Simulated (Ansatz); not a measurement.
# K on Au(111): change of the work function

How does one ordered layer of K (fcc site) change the work function of Au(111), and what dipole does each adsorbate carry?

Calculated with Ansatz 0.2.0; plane-wave DFT, PBE, Ansatz PAW.

## (1) The starting structure

The cell holds 4 atoms: 4 Au. Cell: a = 2.885 Å, b = 2.885 Å, c = 25.067 Å, α = 90.0°, β = 90.0°, γ = 60.0°. Vacuum lies along c.

## (2) The clean slab

The bare slab comes first, as the zero from which every change is counted. The two lowest layers are held at bulk places and the upper ones relax. The dipole correction removes the false field that a one-sided slab makes across the periodic vacuum, so each face gets a flat vacuum level of its own.

Input file input.yaml:

```yaml
crystal:
  lattice:
    - [2.8849956672, 0.0, 0.0]
    - [1.4424978336, 2.4984795376, 0.0]
    - [0.0, 0.0, 25.0667672949]
  atoms:
    - { symbol: Au, position: [0.0, 0.0, 0.3590411118] }
    - { symbol: Au, position: [0.3333333333, 0.3333333333, 0.4530137039] }
    - { symbol: Au, position: [0.6666666667, 0.6666666667, 0.5469862961] }
    - { symbol: Au, position: [0.0, 0.0, 0.6409588882] }
kpoints:
  mp_grid: { grid: [12, 12, 1] }
hamiltonian:
  xc: pbe
scf:
  occupations: { method: fermi_dirac, width: 0.1 }
  convergence: { dr2_threshold: 1.0e-08 }
efield:
  axis: 3
  dipole_correction: true
  ramp_position: 0.97
  ramp_width: 0.06
relax:
  f_tol: 0.02
  max_steps: 60
  constraints: [{ sites: [0, 1] }]
output:
  write_potential: true
  write_density: true
  volumetric_format: npy
```

Command:

```sh
> ansatz run input.yaml --threads 4 --pin off --max-ram 6144MiB --backend cpu --events-out ev --progress --plain --runs-dir out
```

The program printed:

```text
Engine: ansatz 0.2.0, aarch64-unknown-linux-gnu
Pseudopotentials: kind: paw
Pseudopotential: Au, paw, valence charge 19, recommended cutoff 420 eV (normal), Au.paw.azcp
Functional definition: PBE
  parameter kappa = 0.804
  parameter beta = 0.066725
  exchange = pbe_x(kappa = kappa, mu = beta*pi^2/3)
  correlation = pbe_c(beta = beta)
Crystal: 4 atoms, lattice volume = 180.684 Å³
Basis set: ecut = 420 eV, 3551 PW (Γ), exchange–correlation on 40×40×360 points (8 copies of the dense FFT grid, shifted against one another)
Bands: 46, of which v1, the nominal top of the filled ones, is band 38 counted from 1 (37 counted from 0)
Symmetry: 6 space group operations
k-points: 19 of 144 (time reversal used)
Non-local potential: Au, projectors of the file, l = 0: 3, l = 1: 2, l = 2: 2, l = 3: 1
PAW form: soft (Blöchl's): semilocal exchange-correlation on the pseudo side does not see the compensation charge
PAW one-centre angular grid: Au, 590 points (default); XC on 64 Gauss nodes
Initial density: superposition of atomic densities (neutral atoms: chi_scale 0, normalization atom), corrected by the library's trained network
Initial wavefunctions: pseudopotential atomic-orbital guess
Functional: x = pbe(κ = 0.804, μ = 0.219515), c = pbe(β = 0.066725)
SCF iter   1: F=—  HF=-52596.643584 eV  |F-HF|=—  |Δ(HF+E_count)|=         —  Δρ=2.65e-3  dr2=1.90e-1  ethr=1.77e-3  p=0.000 e·Å  D=2.37e-14 V/Å  ΔV_dip=-0.00 eV  dr2_dipole=3.36e-8  V_vac-E_F(+/−)=4.66/4.66 eV  ⟨swp⟩=8.5  Hψ=3805  notcnv=0  defer=13
efield: sawtooth ramp at fractional position 0.9700 (set: `efield.ramp_position`, or a place that a band, a saddle search or an elastic batch's reference lends), width 0.0600; the density the first Hamiltonian is built on has a dipole p = 0.000 e·Å; the dipole correction subtracts the counter field D = 2.37e-14 V/Å, which shifts the + side's vacuum level by -0.00 eV against the − side's; the planar-averaged density in the ramp window peaks in size at 8.1e-6 e/Å³
preconditioner: auto → LDOS  [metal: Δε(μ)=0.172 eV  Ē_g=9.110 eV  σ=0.100 eV  W_gap=0.38  n_scr=18 (ndim 8)  ℏωp=18.3 eV  f_vac=0.579  D(μ)=1.84/eV (n_scr^D=10)  β→1.0]
SCF iter   2: F=—  HF=-52596.644384 eV  |F-HF|=—  |Δ(HF+E_count)|=   8.00e-4  Δρ=2.54e-3  dr2=2.99e-2  ethr=2.50e-4  p=-0.000 e·Å  D=-4.26e-5 V/Å  ΔV_dip=0.00 eV  dr2_dipole=1.07e-8  V_vac-E_F(+/−)=5.15/5.15 eV  ⟨swp⟩=2.2  Hψ=1469  notcnv=0  defer=30
SCF iter   3: F=—  HF=-52596.638979 eV  |F-HF|=—  |Δ(HF+E_count)|=   5.40e-3  Δρ=5.04e-4  dr2=1.80e-3  ethr=3.94e-5  p=-0.000 e·Å  D=-1.46e-5 V/Å  ΔV_dip=0.00 eV  dr2_dipole=1.41e-8  V_vac-E_F(+/−)=5.06/5.05 eV  ⟨swp⟩=2.0  Hψ=1309  notcnv=0  defer=30
SCF iter   4: F=—  HF=-52596.638909 eV  |F-HF|=—  |Δ(HF+E_count)|=   6.97e-5  Δρ=2.39e-4  dr2=4.64e-4  ethr=2.37e-6  p=-0.000 e·Å  D=-5.97e-6 V/Å  ΔV_dip=0.00 eV  dr2_dipole=7.06e-11  V_vac-E_F(+/−)=5.08/5.08 eV  ⟨swp⟩=2.3  Hψ=1444  notcnv=0  defer=30
SCF iter   5: F=—  HF=-52596.638859 eV  |F-HF|=—  |Δ(HF+E_count)|=   5.07e-5  Δρ=6.27e-5  dr2=1.28e-5  ethr=6.10e-7  p=-0.000 e·Å  D=-2.83e-6 V/Å  ΔV_dip=0.00 eV  dr2_dipole=2.71e-11  V_vac-E_F(+/−)=5.09/5.09 eV  ⟨swp⟩=2.1  Hψ=1264  notcnv=0  defer=30
SCF iter   6: F=—  HF=-52596.638839 eV  |F-HF|=—  |Δ(HF+E_count)|=   2.00e-5  Δρ=1.93e-5  dr2=5.65e-7  ethr=1.68e-8  p=-0.000 e·Å  D=-1.46e-6 V/Å  ΔV_dip=0.00 eV  dr2_dipole=6.15e-11  V_vac-E_F(+/−)=5.09/5.09 eV  ⟨swp⟩=3.1  Hψ=1629  notcnv=0  defer=30
SCF iter   7: F=—  HF=-52596.638889 eV  |F-HF|=—  |Δ(HF+E_count)|=   5.02e-5  Δρ=6.30e-6  dr2=5.33e-8  ethr=7.43e-10  p=-0.000 e·Å  D=-6.57e-7 V/Å  ΔV_dip=0.00 eV  dr2_dipole=1.61e-11  V_vac-E_F(+/−)=5.09/5.09 eV  ⟨swp⟩=2.0  Hψ=1292  notcnv=0  defer=30
SCF iter   8: F=-52596.638889 eV  HF=-52596.638889 eV  |F-HF|=8.66e-9  |Δ(HF+E_count)|=   2.57e-7  Δρ=1.33e-6  dr2=2.76e-9  ethr=1.32e-11  p=-0.000 e·Å  D=-9.20e-8 V/Å  ΔV_dip=0.00 eV  dr2_dipole=5.08e-13  V_vac-E_F(+/−)=5.09/5.09 eV  ⟨swp⟩=10.6  Hψ=6254  notcnv=0
SCF 1 converged in 8 iterations: F = -52596.638889 eV  dr2 = 2.76e-9
  greatest PAW one-centre occupation: 1.000 electrons in one spin orbital (limit 2), on the Au atom at site 0 (counted from 0), in its partial waves of l = 0
relax step   1: F+E_penalty+E_count = -52596.63888925 eV  Δ(F+E_penalty+E_count) = +0.000e0 eV  max|allowed force component| = 4.529e-1 eV/Å  Δτ_max = 0.0000 Å  (8 SCF iters, accepted)
Initial density: handed on by an earlier stage of this run
Initial wavefunctions: those handed on with the density
iter 1 solved again at ethr=6.60e-5 eV; its pass at ethr=3.10e-3 eV (dr2=5.02e-2 eV) is discarded
SCF iter   1: F=—  HF=-52596.690385 eV  |F-HF|=—  |Δ(HF+E_count)|=         —  Δρ=5.26e-3  dr2=5.37e-2  ethr=6.60e-5  p=0.000 e·Å  D=2.10e-6 V/Å  ΔV_dip=-0.00 eV  dr2_dipole=6.16e-4  V_vac-E_F(+/−)=5.11/5.11 eV  ⟨swp⟩=2.0  Hψ=3735  notcnv=0  defer=19
efield: sawtooth ramp at fractional position 0.9700 (set: `efield.ramp_position`, or a place that a band, a saddle search or an elastic batch's reference lends), width 0.0600; the density the first Hamiltonian is built on has a dipole p = 0.000 e·Å; the dipole correction subtracts the counter field D = 2.10e-6 V/Å, which shifts the + side's vacuum level by -0.00 eV against the − side's; the planar-averaged density in the ramp window peaks in size at 1.2e-5 e/Å³
preconditioner: auto → LDOS  [metal: Δε(μ)=0.042 eV  Ē_g=9.104 eV  σ=0.100 eV  W_gap=0.10  n_scr=18 (ndim 8)  ℏωp=18.3 eV  f_vac=0.572  D(μ)=2.06/eV (n_scr^D=10)  β→1.0]
SCF iter   2: F=—  HF=-52596.694783 eV  |F-HF|=—  |Δ(HF+E_count)|=   4.40e-3  Δρ=3.93e-3  dr2=9.20e-2  ethr=6.60e-5  p=0.004 e·Å  D=3.99e-3 V/Å  ΔV_dip=-0.10 eV  dr2_dipole=1.25e-2  V_vac-E_F(+/−)=4.99/5.09 eV  ⟨swp⟩=2.4  Hψ=1486  notcnv=0  defer=19
SCF iter   3: F=—  HF=-52596.676923 eV  |F-HF|=—  |Δ(HF+E_count)|=   1.79e-2  Δρ=6.43e-4  dr2=3.08e-3  ethr=6.60e-5  p=-0.002 e·Å  D=-1.74e-3 V/Å  ΔV_dip=0.04 eV  dr2_dipole=9.43e-4  V_vac-E_F(+/−)=5.14/5.10 eV  ⟨swp⟩=2.1  Hψ=1442  notcnv=0  defer=19
SCF iter   4: F=—  HF=-52596.676895 eV  |F-HF|=—  |Δ(HF+E_count)|=   2.77e-5  Δρ=3.74e-4  dr2=7.20e-4  ethr=4.05e-6  p=-0.002 e·Å  D=-2.42e-3 V/Å  ΔV_dip=0.06 eV  dr2_dipole=5.96e-5  V_vac-E_F(+/−)=5.15/5.09 eV  ⟨swp⟩=2.1  Hψ=1311  notcnv=0  defer=22
SCF iter   5: F=—  HF=-52596.676747 eV  |F-HF|=—  |Δ(HF+E_count)|=   1.48e-4  Δρ=7.00e-5  dr2=3.56e-5  ethr=9.47e-7  p=-0.003 e·Å  D=-3.00e-3 V/Å  ΔV_dip=0.08 eV  dr2_dipole=5.36e-6  V_vac-E_F(+/−)=5.17/5.09 eV  ⟨swp⟩=2.1  Hψ=1300  notcnv=0  defer=22
[...]
efield: sawtooth ramp at fractional position 0.9700 (set: `efield.ramp_position`, or a place that a band, a saddle search or an elastic batch's reference lends), width 0.0600; the density the first Hamiltonian is built on has a dipole p = -0.003 e·Å; the dipole correction subtracts the counter field D = -2.99e-3 V/Å, which shifts the + side's vacuum level by +0.08 eV against the − side's; the planar-averaged density in the ramp window peaks in size at 1.1e-5 e/Å³
preconditioner: auto → LDOS  [metal: Δε(μ)=0.030 eV  Ē_g=9.090 eV  σ=0.100 eV  W_gap=0.07  n_scr=18 (ndim 8)  ℏωp=18.3 eV  f_vac=0.571  D(μ)=2.08/eV (n_scr^D=10)  β→1.0]
SCF iter   2: F=—  HF=-52596.680202 eV  |F-HF|=—  |Δ(HF+E_count)|=   4.92e-5  Δρ=1.03e-3  dr2=4.91e-3  ethr=7.51e-6  p=-0.001 e·Å  D=-1.07e-3 V/Å  ΔV_dip=0.03 eV  dr2_dipole=1.07e-3  V_vac-E_F(+/−)=5.12/5.09 eV  ⟨swp⟩=2.3  Hψ=1669  notcnv=0  defer=32
SCF iter   3: F=—  HF=-52596.679210 eV  |F-HF|=—  |Δ(HF+E_count)|=   9.93e-4  Δρ=1.75e-4  dr2=8.20e-5  ethr=6.46e-6  p=-0.003 e·Å  D=-2.60e-3 V/Å  ΔV_dip=0.07 eV  dr2_dipole=9.63e-6  V_vac-E_F(+/−)=5.16/5.09 eV  ⟨swp⟩=2.0  Hψ=1319  notcnv=0  defer=32
SCF iter   4: F=—  HF=-52596.679208 eV  |F-HF|=—  |Δ(HF+E_count)|=   1.73e-6  Δρ=6.40e-5  dr2=1.93e-5  ethr=1.08e-7  p=-0.003 e·Å  D=-2.59e-3 V/Å  ΔV_dip=0.06 eV  dr2_dipole=7.14e-6  V_vac-E_F(+/−)=5.15/5.09 eV  ⟨swp⟩=3.1  Hψ=1610  notcnv=0  defer=32
SCF iter   5: F=—  HF=-52596.679204 eV  |F-HF|=—  |Δ(HF+E_count)|=   3.76e-6  Δρ=3.22e-5  dr2=5.79e-6  ethr=2.54e-8  p=-0.003 e·Å  D=-2.71e-3 V/Å  ΔV_dip=0.07 eV  dr2_dipole=1.92e-6  V_vac-E_F(+/−)=5.16/5.09 eV  ⟨swp⟩=2.3  Hψ=1097  notcnv=0  defer=32
SCF iter   6: F=—  HF=-52596.679242 eV  |F-HF|=—  |Δ(HF+E_count)|=   3.76e-5  Δρ=7.79e-6  dr2=3.31e-7  ethr=7.61e-9  p=-0.003 e·Å  D=-2.76e-3 V/Å  ΔV_dip=0.07 eV  dr2_dipole=1.30e-7  V_vac-E_F(+/−)=5.16/5.09 eV  ⟨swp⟩=2.6  Hψ=1366  notcnv=0  defer=32
SCF iter   7: F=-52596.679242 eV  HF=-52596.679242 eV  |F-HF|=2.74e-8  |Δ(HF+E_count)|=   1.19e-9  Δρ=2.02e-6  dr2=8.84e-9  ethr=1.32e-11  p=-0.003 e·Å  D=-2.78e-3 V/Å  ΔV_dip=0.07 eV  dr2_dipole=7.29e-10  V_vac-E_F(+/−)=5.16/5.09 eV  ⟨swp⟩=9.0  Hψ=6701  notcnv=0
SCF 3 converged in 7 iterations: F = -52596.679242 eV  dr2 = 8.84e-9
relax step   3: F+E_penalty+E_count = -52596.67924179 eV  Δ(F+E_penalty+E_count) = -2.442e-3 eV  max|allowed force component| = 3.338e-2 eV/Å  Δτ_max = 0.0445 Å  (7 SCF iters, accepted)
SCF iter   1: F=—  HF=-52596.679314 eV  |F-HF|=—  |Δ(HF+E_count)|=         —  Δρ=2.15e-4  dr2=1.30e-4  ethr=1.62e-6  p=-0.003 e·Å  D=-2.78e-3 V/Å  ΔV_dip=0.07 eV  dr2_dipole=2.24e-5  V_vac-E_F(+/−)=5.16/5.09 eV  ⟨swp⟩=3.0  Hψ=1833  notcnv=0  defer=33
efield: sawtooth ramp at fractional position 0.9700 (set: `efield.ramp_position`, or a place that a band, a saddle search or an elastic batch's reference lends), width 0.0600; the density the first Hamiltonian is built on has a dipole p = -0.003 e·Å; the dipole correction subtracts the counter field D = -2.78e-3 V/Å, which shifts the + side's vacuum level by +0.07 eV against the − side's; the planar-averaged density in the ramp window peaks in size at 1.2e-5 e/Å³
preconditioner: auto → LDOS  [metal: Δε(μ)=0.025 eV  Ē_g=9.092 eV  σ=0.100 eV  W_gap=0.06  n_scr=18 (ndim 8)  ℏωp=18.3 eV  f_vac=0.571  D(μ)=2.08/eV (n_scr^D=10)  β→1.0]
SCF iter   2: F=—  HF=-52596.679308 eV  |F-HF|=—  |Δ(HF+E_count)|=   5.60e-6  Δρ=1.39e-4  dr2=8.08e-5  ethr=1.71e-7  p=-0.003 e·Å  D=-3.01e-3 V/Å  ΔV_dip=0.08 eV  dr2_dipole=1.10e-5  V_vac-E_F(+/−)=5.17/5.09 eV  ⟨swp⟩=2.6  Hψ=1757  notcnv=0  defer=33
SCF iter   3: F=—  HF=-52596.679289 eV  |F-HF|=—  |Δ(HF+E_count)|=   1.93e-5  Δρ=2.59e-5  dr2=1.41e-6  ethr=1.06e-7  p=-0.003 e·Å  D=-2.83e-3 V/Å  ΔV_dip=0.07 eV  dr2_dipole=1.28e-7  V_vac-E_F(+/−)=5.16/5.09 eV  ⟨swp⟩=2.0  Hψ=1266  notcnv=0  defer=33
SCF iter   4: F=—  HF=-52596.679345 eV  |F-HF|=—  |Δ(HF+E_count)|=   5.59e-5  Δρ=7.47e-6  dr2=1.30e-7  ethr=1.86e-9  p=-0.003 e·Å  D=-2.85e-3 V/Å  ΔV_dip=0.07 eV  dr2_dipole=3.26e-9  V_vac-E_F(+/−)=5.16/5.09 eV  ⟨swp⟩=2.8  Hψ=1607  notcnv=0  defer=33
SCF iter   5: F=-52596.679345 eV  HF=-52596.679345 eV  |F-HF|=1.65e-8  |Δ(HF+E_count)|=   1.93e-9  Δρ=1.59e-6  dr2=5.86e-9  ethr=1.32e-11  p=-0.003 e·Å  D=-2.84e-3 V/Å  ΔV_dip=0.07 eV  dr2_dipole=1.52e-10  V_vac-E_F(+/−)=5.16/5.09 eV  ⟨swp⟩=8.5  Hψ=6506  notcnv=0
SCF 4 converged in 5 iterations: F = -52596.679345 eV  dr2 = 5.86e-9
relax step   4: F+E_penalty+E_count = -52596.67934504 eV  Δ(F+E_penalty+E_count) = -1.032e-4 eV  max|allowed force component| = 3.323e-4 eV/Å  Δτ_max = 0.0072 Å  (5 SCF iters, accepted)
NSCF: frozen V_eff on 19 k-points
the band table was solved once a step of the walk had ended and its energy, with any forces and stress, was formed, with the checks that follow a solve (4847 applications of the Hamiltonian). They found nothing against the state; the energy, forces and stress were not computed again (output.eigenvalues in the input reference)
WARN: The input density's exchange-correlation potential varies sharply where the density is thin. Do not read a vacuum level from v_tot or v_xc, or from such a field of the output density. On a cell that repeats whose density bears no net charge and no dipole along the vacuum's axis use v_es (v_loc + v_h of the components); under efield.dipole_correction with no amplitude use v_es + v_field, which holds any external [...]
SCF converged after 5 iterations
Free energy (F): -52596.679345 eV
Harris-Foulkes:  -52596.679345 eV  (|F-HF|=1.65e-8)
Internal energy: -52596.616976 eV  (E = F + TS)
E sigma→0 (E₀):  -52596.648161 eV
Entropy (-TS):   -0.062369 eV (-15.592 meV/atom)
Fermi energy:    4.576791 eV
Dipole field:    D = -0.002861 V/Å  (p = -0.002857 e·Å, saw-weighted, corrected)
Work function:   Φ+ = 5.1611 eV   Φ− = 5.0894 eV
Levels:          The Fermi level and band energies are counted from a zero that moves with the ramp; work functions are not
--- Per-component energies (eV) ---
  E_band       = -2028.269011
  E_kinetic    = 2417.174751
  E_local      = -123812.546977  (includes V_loc(G=0)·N_el)
  E_nonlocal   = 297.482364
  E_hartree    = 60807.442107
  E_xc         = -909.996381
  E_vxc        = -1098.008811  (∫ρ·V_xc dr)
  E_paw        = -38827.364876  (= ΣΔE_a)
  E_vpaw       = -1447.265215  (= ΣTr[D̂ρ^β])
  E_aug_tail   = 0.005791  (compensation charges beyond the density's cutoff)
  E_efield     = 0.000004  (sawtooth field / dipole correction)
  E_vefield    = 0.016683  (∫n·V_field dr)
  E_ewald      = 47431.186242
  E_smearing   = -0.062369  (= −TS)
  E_closure    = 0.000000  (closes the sum)
  Σ components = -52596.679345   (vs F -52596.679345, Δ=0.00e0)
--- Forces (eV/Å), atoms counted from 1 ---
  atom   1  Au    -0.00000000     0.00000000    -0.46100372
  atom   2  Au     0.00000000    -0.00000000     0.46099678
  atom   3  Au     0.00000000    -0.00000000    -0.00028478
  atom   4  Au     0.00000000    -0.00000000     0.00033228
  max |Σ_I F_I| component: 4.06e-5 eV/Å
--- Band table (eV; the first three rows and the last of 19) ---
  k-point 0: bands = [... 34 lower, 1.7691, 2.2535, 2.2535, 2.5120, 2.5120, 3.2454, 4.5875, 8.8871, ... 4 higher]
  k-point 1: bands = [... 34 lower, 1.7913, 1.9875, 2.2470, 2.3346, 2.5176, 3.6533, 5.1813, 8.9999, ... 4 higher]
  k-point 2: bands = [... 34 lower, 1.7371, 1.7451, 2.2250, 2.5297, 2.6213, 4.3338, 6.3960, 9.3547, ... 4 higher]
  k-point 18: bands = [... 34 lower, 2.3516, 2.3787, 7.4935, 7.5162, 7.5524, 8.1112, 9.4211, 9.4522, ... 4 higher]
--- Relaxed structure (4 steps of the walk, 4 accepted, 0 SCFs on fresh bases) ---
  F+E_penalty+E_count = -52596.67934504 eV   max|allowed force component| = 3.323e-4 eV/Å
  atoms:
    - { symbol: Au, position: [0.0, 0.0, 0.359041] }
    - { symbol: Au, position: [0.333333, 0.333333, 0.453014] }
    - { symbol: Au, position: [0.666667, 0.666667, 0.550234] }
    - { symbol: Au, position: [1.445166e-17, 0, 0.649948] }
```

Run time: 12 s. Hardware: 4 threads of Arm Neoverse V2, shared host; peak memory 0.63 GiB.

The column dr2 measures how far the density is from self-consistency, as an energy; F and HF (Harris–Foulkes) agree once it is small.

Relaxation path:

| step | energy less that of the first step (eV) | largest force component (eV/Å) |
| --- | --- | --- |
| 1 | 0.0000 | 0.4529 |
| 2 | -0.0379 | 0.1601 |
| 3 | -0.0404 | 0.0334 |
| 4 | -0.0405 | 0.0003 |

The run keeps the 6 symmetry operations that the program found, so distortions that break them were not tested.

The atoms that moved most (Å):

| atom | dx | dy | dz | length |
| --- | --- | --- | --- | --- |
| Au4 | 0.000 | 0.000 | 0.225 | 0.225 |
| Au3 | 0.000 | 0.000 | 0.081 | 0.081 |

The relaxed structure:

```xyz
4
Lattice="2.8850 0.0000 0.0000 1.4425 2.4985 0.0000 0.0000 0.0000 25.0668" Properties=species:S:1:pos:R:3
Au    0.0000    0.0000    9.0000
Au    1.4425    0.8328   11.3556
Au    2.8850    1.6657   13.7926
Au    0.0000    0.0000   16.2921
```

Read from the output:

```yaml
energy_at_zero_smearing: -52596.6482 eV
work_function_upper_face: 5.161 eV
work_function_lower_face: 5.089 eV
dipole_along_the_normal: -0.002857 e·Å
step_between_the_vacuum_levels: 0.07172 eV
```

Running mean over 2.356 Å of the planar mean; the ramp of the sawtooth is left out. The electron's electrostatic potential energy less the Fermi level by z:

z (Å), electron's electrostatic potential energy less the Fermi level (eV) and a bar from the least value:
```
      3.5       5.09 ##############################
      4.0       5.09 ##############################
      4.5       5.09 ##############################
      5.0       5.09 ##############################
      5.5       5.07 ##############################
      6.0       5.03 ##############################
      6.5       4.84 #############################
      7.0       4.02 ############################
      7.5       1.06 #####################
      8.0      -3.47 ###########
      8.5      -7.10 ####
      9.0      -8.30 #
      9.5      -8.57 
     10.0      -8.66 
     10.5      -8.70 
     11.0      -8.73 
     11.5      -8.66 
     12.0      -8.28 #
     12.5      -8.00 ##
     13.0      -8.13 #
     13.5      -8.52 
     14.0      -8.47 #
     14.5      -7.78 ##
     15.0      -7.31 ###
     15.5      -7.54 ###
     16.0      -8.13 #
     16.5      -7.87 ##
     17.0      -5.77 ######
     17.5      -1.46 ################
     18.0       2.69 #########################
     18.5       4.60 #############################
     19.0       5.02 ##############################
     19.5       5.13 ##############################
     20.0       5.15 ##############################
     20.5       5.16 ##############################
     21.0       5.16 ##############################
     21.5       5.16 ##############################
     22.0       5.16 ##############################
```

The relaxation took 4 steps and lowered the energy by 0.040 eV; the largest force on the free atoms ends at 3.3e-4 eV/Å.

The work function of the upper face is 5.16 eV.

(Continued in part 2 of 2.)

[Long decimals in the printed logs are rounded to 6 places.]

[Logs are printed without paths, hosts, clocks, repeated set-up lines and the standing remarks that a program may print on its own settings, such as how far it seeks lower states.]

[Hosts, paths, dates, database ids (printed as entryN), source tags and the programs' standing remarks are cut or masked in the printed files.]

[Maps of the electrostatic potential energy from Ansatz leave out the sawtooth potential of an applied field or a dipole correction, so their vacuum need not be flat; planar profiles and work functions include it.]
